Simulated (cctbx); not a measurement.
# Accept or mend?

Cell a = 8.2160 Å, b = 11.5970 Å, c = 4.1560 Å, α = 90.00°, β = 90.00°, γ = 90.00°; space group Pbam (no. 55).

Simulated single-crystal data (cctbx): Mo Kα, λ = 0.71073 Å, to d = 0.8 Å, 70 % of the full sphere, strongest reflection 5000 counts, noise from counting, a 3 % proportional error and a noise floor of 8 counts (s.d.); no absorption.

An isotropic refinement with weights 1/σ² prints:

```text
Rint 0.053, 467 unique reflections to 0.80 A
cycle     R1     wR2    GooF  max shift (A)
   1  0.3504  0.6753  15.562   0.08859
  12  0.0238  0.0474   1.092   0.00113
final R1 0.0238 wR2 0.0474 GooF 1.093  parameters 15  data/parameter 31.1
atom        x        y        z      Ueq    occ   su(xyz)  su(Uiso or U11)
Pb1    0.00000  0.00000  0.00000   0.0022  1.000  0.00000  0.0002
Ho1    0.92283  0.66902  0.50000   0.0026  1.000  0.00008  0.0002
Se1    0.35114  0.29984  0.00000   0.0041  1.000  0.00017  0.0003
Se2    0.00000  0.50000  0.00000   0.0038  1.000  0.00000  0.0004
Se3    0.80843  0.92879  0.50000   0.0039  1.000  0.00016  0.0003
Se4    0.24499  0.12699  0.74658   1.0000  1.000  0.01780  0.0486
difference map: max 3.16 min -2.50 rms 0.70
Q1    0.0636  0.1165  0.5000    4    3.16  1.18 A from Se3
Q2    0.0095  0.3010  0.5000    4    2.97  0.66 A from Ho1
Q3    0.0559  0.4811  0.5000    4    2.73  1.75 A from Ho1
Q4    0.0406  0.2221  0.1327    8    2.41  1.67 A from Se1
Q5    0.1516  0.6040  0.0000    4    2.34  1.38 A from Se4
Q6    0.1070  0.1981  0.0000    4    2.32  1.75 A from Se4
```

**Question.** Can this result stand? If not, what is the likely fault?

Mend it. The fault: spurious atom: Se4. Against the right model at the same level, R1 goes from 0.0209 to 0.0238 and GooF from 0.92 to 1.09 and Se4 takes U = the program's ceiling. A site with no density behind it hides by a very large U or drifts.

The compound is Ho2PbSe5. The right model at the same level gives:

```text
Rint 0.053, 467 unique reflections to 0.80 A
cycle     R1     wR2    GooF  max shift (A)
   1  0.1536  0.3134   7.190   0.06081
   2  0.0209  0.0401   0.920   0.00000
final R1 0.0209 wR2 0.0401 GooF 0.920  parameters 11  data/parameter 42.5
atom        x        y        z      Ueq    occ   su(xyz)  su(Uiso or U11)
Pb1    0.00000  0.00000  0.00000   0.0022  1.000  0.00000  0.0001
Ho1    0.92281  0.66901  0.50000   0.0026  1.000  0.00007  0.0001
Se1    0.35113  0.29989  0.00000   0.0041  1.000  0.00014  0.0002
Se2    0.00000  0.50000  0.00000   0.0038  1.000  0.00000  0.0003
Se3    0.80841  0.92876  0.50000   0.0039  1.000  0.00014  0.0002
difference map: max 2.79 min -2.88 rms 0.61
Q1    0.0647  0.1162  0.5000    4    2.80  1.17 A from Se3
Q2    0.0130  0.3042  0.5000    4    2.64  0.61 A from Ho1
Q3    0.0587  0.4807  0.5000    4    2.41  1.74 A from Ho1
Q4    0.2330  0.2756  0.0000    4    2.36  1.01 A from Se1
Q5    0.1532  0.6048  0.0000    4    2.20  1.75 A from Se2
Q6    0.2166  0.5995  0.5000    4    2.09  0.82 A from Se3
```

The model is made up (kin elements in a known structure type, no relaxation), so it says nothing on whether the phase exists.

[Middle refinement cycles are left out of these outputs.]

[Logs are printed without paths, hosts, clocks, repeated set-up lines and the standing remarks that a program may print on its own settings, such as how far it seeks lower states.]
